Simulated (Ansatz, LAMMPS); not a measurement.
# An extra electron or hole in amorphous 29Ga2O3-71GeO2 (mol %) (86 atoms), part 5 of 5

Does an extra electron or hole in amorphous 29Ga2O3-71GeO2 (mol %) (86 atoms) stay spread out, or do the atoms trap it?

Ansatz 0.2.0; Kohn-Sham DFT, PBE, PAW (set soft_1), plane waves; PAW set soft_1.

The cell: 14 Ga, 17 Ge and 55 O. The quench rate of 100 K/ps far exceeds what a furnace or splat quench reaches. The network of bonds at the start is that of the classical potential that made the cell. Sampling is at Γ alone, for a cell whose shortest periodic width is 10 Å.

So far. Step 10 (An extra hole, atoms relaxed): The relaxation converged after 7 steps, 0.160 eV below its start, with a largest force component of 0.039 eV/Å. Step 10 (An extra hole, atoms relaxed): An extra hole, atoms relaxed: the energy stands 6.35 eV below that of the reference, with a moment of 1.00 μB.

## 11. An extra hole, levels at the relaxed geometry

A single point at the new geometry gives levels and spin density.

Input and log are left out; they have the form of those shown for this kind of step.

Elapsed: 37 s, on 4 threads of Intel Xeon Platinum 8488C (Sapphire Rapids), shared host; peak memory 2.7 GiB.

An extra hole, levels at the relaxed geometry: the energy stands 6.35 eV below that of the reference, with a moment of 1.00 μB.

The surroundings of O45, which holds the most spin, nearest first, numbered as they follow in the input and with coordinates relative to it.

| atom | x | y | z | distance (Å) | Löwdin charge (e) | moment (μB) |
| --- | --- | --- | --- | --- | --- | --- |
| O45 | 0.00 | 0.00 | 0.00 | 0.00 | -0.59 | 0.29 |
| Ga13 | 1.03 | 1.46 | -0.50 | 1.86 | 1.08 | 0.00 |
| Ga2 | -1.38 | -0.65 | -1.25 | 1.97 | 1.06 | 0.00 |
| Ge24 | -0.93 | -1.47 | 1.95 | 2.61 | 1.43 | 0.00 |
| O62 | -2.52 | 0.82 | -0.31 | 2.67 | -0.63 | 0.08 |
| O35 | 0.26 | -2.51 | 0.99 | 2.71 | -0.60 | 0.17 |
| O42 | -2.20 | -1.55 | 0.39 | 2.72 | -0.66 | 0.00 |
| O32 | -0.10 | -0.28 | -2.80 | 2.81 | -0.64 | 0.00 |
| O82 | 0.77 | 2.61 | 0.96 | 2.88 | -0.66 | 0.01 |
| O39 | -0.31 | -2.38 | -1.67 | 2.92 | -0.65 | 0.00 |
| Ga4 | 1.38 | -1.59 | -2.33 | 3.15 | 1.07 | 0.00 |
| O65 | 0.80 | 2.26 | -2.11 | 3.20 | -0.66 | 0.01 |
| O67 | -2.08 | -0.01 | 2.43 | 3.20 | -0.64 | 0.00 |
| O57 | 2.20 | 0.56 | 2.32 | 3.24 | -0.64 | 0.00 |
| O63 | 2.95 | 1.32 | -0.39 | 3.26 | -0.64 | 0.00 |

The distance from O45 to O62 changes most, from 2.83 Å in the neutral cell to 2.67 Å.

The levels nearest the highest filled one (over half full), pooled over k-points and spins:

| level less the highest filled one (eV) | occupation |
| --- | --- |
| -0.105 | 1 |
| -0.0728 | 1 |
| -0.0698 | 1 |
| 0 | 1 |
| 0.171 | 0 |
| 1.68 | 0 |
| 1.69 | 0 |
| 3.75 | 0 |

Spin density in the ac plane at fractional y = 0.002, with atoms of Ga and Ge and O within 0.2 Å of it.

Ten even steps from '_' (-0.18 × 1e-2 e/Å³) to '@' (2.94 × 1e-2 e/Å³), each cell a mean:
```
________________________________..::--::________________
____________________________________....________________
________________________________________________________
________________________________________________________
__________________________________________....__________
____________________________________________..__________
____________________________________________....________
________________________________________________________
________________________________________________________
________________________________________________________
________________________________________________________
________________________________________________________
________________________________________________________
________________________________________________________
________________________________________________________
..____________________________________________________..
::____________________________________..::________..::::
______________________....__________..::..________..::..
__________________..==**==..________..::..__________..__
__________________..++%%++..____________________________
____________________..::::______________________________
________________________________________________________
________________________________..--::__________________
________________________________--@@++..________________
```
Columns run along a (10.1 Å), rows up along c (10.1 Å). Atoms in or near the plane, at fractional coordinates: Ga at (0.56, 0.40), Ga at (0.51, 0.87), Ga at (0.87, 0.44), Ge at (0.28, 0.29), O at (0.15, 0.14), O at (0.79, 0.76), O at (0.64, 0.99), O at (0.69, 0.27).

## 12. Neutral at the geometry of the hole

The neutral cell at the new geometry gives the energy of that geometry without the charge.

input.yaml

```yaml
crystal:
  lattice:
    - [10.12338, 0.0, 0.0]
    - [0.0, 10.12338, 0.0]
    - [0.0, 0.0, 10.12338]
  atoms:
    - { symbol: Ga, position: [0.7329, 0.18446, 0.20936] }
    - { symbol: Ga, position: [0.23473, 0.10073, 0.97847] }
    - { symbol: Ga, position: [0.5633, 0.01075, 0.39975] }
    - { symbol: Ga, position: [0.50746, 0.00721, 0.87094] }
    - { symbol: Ga, position: [0.70551, 0.87597, 0.1231] }
    - { symbol: Ga, position: [0.87068, 0.01949, 0.44075] }
    [... 74 atom lines left out ...]
    - { symbol: O, position: [0.14771, 0.49267, 0.18847] }
    - { symbol: O, position: [0.44716, 0.42194, 0.19594] }
    - { symbol: O, position: [0.37625, 0.63382, 0.36622] }
    - { symbol: O, position: [0.78291, 0.66572, 0.02353] }
    - { symbol: O, position: [0.69449, 0.00223, 0.26532] }
    - { symbol: O, position: [0.8188, 0.54993, 0.53949] }
kpoints:
  mp_grid: { grid: [1, 1, 1] }
hamiltonian:
  xc: pbe
  pseudopotentials: { kind: paw, azcp: { folder: soft_1 } }
scf:
  occupations: { method: fermi_dirac, width: 0.025 }
output:
  forces: true
  stress: true
  populations: true
  dos:
    method: { smearing: { sigma: 0.15 } }
    de: 0.1
    projected: { site_lists: { Ga: [Ga], Ge: [Ge], O: [O] } }
  eigenvalues: true
```

Started as:

```bash
$ ansatz run input.yaml --threads 4 --pin off --max-ram 8192MiB --backend cpu --events-out ev --progress --plain --runs-dir out
```

What it wrote:

```text
[...]
Crystal: 86 atoms, lattice volume = 1037.473 Å³
Basis set: ecut = 420 eV, 20341 PW (Γ), exchange–correlation on 144×144×144 points (8 copies of the dense FFT grid, shifted against one another)
Bands: 461, of which v1, the nominal top of the filled ones, is band 375 counted from 1 (374 counted from 0)
Symmetry: 1 space group operations
[...]
k-points: 1
[...]
SCF iter   1: F=—  HF=-157205.472071 eV  |F-HF|=—  |Δ(HF+E_count)|=         —  Δρ=1.09e-1  dr2=7.72e1  ethr=3.10e-3  ⟨swp⟩=6.0  Hψ=1850  notcnv=0
[...]
SCF iter  13: F=—  HF=-157181.455921 eV  |F-HF|=—  |Δ(HF+E_count)|=   5.33e-7  Δρ=3.68e-6  dr2=1.32e-7  ethr=1.33e-11  ⟨swp⟩=12.0  Hψ=2413  notcnv=0
SCF iter  14: F=-157181.455921 eV  HF=-157181.455921 eV  |F-HF|=5.88e-9  |Δ(HF+E_count)|=   3.44e-8  Δρ=1.28e-6  dr2=1.62e-8  ethr=1.33e-11  ⟨swp⟩=5.0  Hψ=1420  notcnv=0
SCF 1 converged in 14 iterations: F = -157181.455921 eV  dr2 = 1.62e-8
[...]
SCF converged after 14 iterations
Free energy (F): -157181.455921 eV
[...]
Internal energy: -157181.455920 eV  (E = F + TS)
E sigma→0 (E₀):  -157181.455921 eV
Entropy (-TS):   -0.000002 eV (-0.000 meV/atom)
Fermi energy:    7.472139 eV
[...]
Σ components = -157181.455921   (vs F -157181.455921, Δ=0.00e0)
--- Forces (eV/Å), atoms counted from 1 ---
  atom   1  Ga    -0.12931558    -0.04241555    -0.12741070
  atom   2  Ga     0.78188269     0.55163505     0.89278673
  atom   3  Ga    -0.36177094    -0.01516494    -0.28291571
  atom   4  Ga    -0.34954495     0.11728607     0.46883158
[...]
atom  86  O      0.01727935    -0.00098679     0.00856439
  max |Σ_I F_I| component: 1.80e-5 eV/Å
--- Stress (GPa, compression-positive) ---
       -0.577897      -1.230718      -0.690132
       -1.230718       1.877941       1.777981
       -0.690132       1.777981       0.087518
  P = ⅓ Tr σ = 0.4625 GPa (4.625 kbar)
--- Band table (eV) ---
[...]
--- Löwdin populations: 86 sites ---
  site symbol       q [e]
     0     Ga     11.9242
     1     Ga     11.9607
     2     Ga     11.9214
[...]
85      O      6.6648
  spilling = 0.004521 (of n_electrons = 750.000000)
```

Wall time 18 s (4 threads of Intel Xeon Platinum 8488C (Sapphire Rapids), shared host); peak memory 1.7 GiB; 64 s of CPU time.

Neutral at the geometry of the hole: the energy stands 0.308 eV above that of the reference.

## 13. Energies and spread of the extra charge

Energies are differences within one cell and functional; the shift is the gain plus the neutral cell's energy at the new geometry, that is how much cheaper the vertical process becomes there. The spread is the participation number of the site moments (1/Σw², over the spin inside atomic spheres), with the atom that holds the largest share and the spin that the spheres hold in all.

| carrier | charged less neutral, atoms held (eV) | gain on relaxing (eV) | neutral cell at that geometry, less the reference (eV) | shift of the vertical energy (eV) | spread, atoms held | spread, relaxed |
| --- | --- | --- | --- | --- | --- | --- |
| electron | 7.833 | 0.015 | 0.012 | 0.027 | 74; Ge31 3 % of 0.19 μB | 73; Ge31 3 % of 0.21 μB |
| hole | -6.191 | 0.160 | 0.308 | 0.468 | 16; O45 15 % of 0.87 μB | 6; O45 33 % of 0.88 μB |

## 14. What came out

The extra electron gains 0.015 eV as the atoms relax, and its spin stays on about 73 atoms: it stays spread out at this level. The cell with the electron keeps a moment of only 0.47 μB where one unpaired electron should give 1 μB: the carrier is shared between both spins, which can hide trapping. With the atoms held, the spheres hold only 0.19 of the 0.45 μB, so the spread is read from a small part of the spin. The extra hole gains 0.16 eV as the atoms relax, and its spin goes from about 16 to 6 atoms: a partial localisation, with a modest gain. The O45–O62 distance goes from 2.83 to 2.67 Å. Adding the two vertical energies gives 1.64 eV, against a gap of 1.49 eV in the neutral cell. The zero of the potential cancels in this sum; the excess likely reflects the charging energy of carriers confined to few atoms or to a small cell, partly offset by their attraction to the background.

Caveats: Single energies of charged cells hang on the program's zero of potential. In the spin-polarised runs the search for a state of lower energy was switched off. No distortion was seeded, so a trapped state behind a barrier can't be found. Semilocal functionals favour spread-out charges, so trapping can be missed. In the spin-polarised runs the search for a state of lower energy was switched off. Charged cells carry a uniform background, with no correction for images.

The DFT runs together took 10 min of wall time.

[Long decimals in the printed logs are rounded to 6 places.]

[Logs are printed without paths, hosts, clocks, repeated set-up lines and the standing remarks that a program may print on its own settings, such as how far it seeks lower states.]

[Hosts, paths, dates, database ids (printed as entryN), source tags and the programs' standing remarks are cut or masked in the printed files.]
